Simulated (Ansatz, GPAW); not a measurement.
# Reading EPR parameters

A crystal has the composition Ba2MP2O8, where M is a 3d element. A calculation (PBEsol+U, spin-orbit coupling in second variation, Ansatz) gives:

| Quantity | Value |
| --- | --- |
| S | 1/2 |
| g | 2.0668, 2.0721, 2.2324 |
| moment in its sphere | 0.64 μB |

**Question.** Which ion is it, and why?

The crystal is Ba2CuP2O8, space group C2/m. The spin sits on Cu, with 4 O at 1.94 Å round it. With the usual charges of the other elements M must be +2. High-spin ions of that charge with S = 1/2 are d9 and d1, Cu and Sc; the sign of the g shift picks Cu²⁺ d⁹. Low-spin ions are left aside. The shift is positive: in a shell more than half full the orbital moment adds to the spin.

[Hosts, paths, dates, database ids (printed as entryN), source tags and the programs' standing remarks are cut or masked in the printed files.]
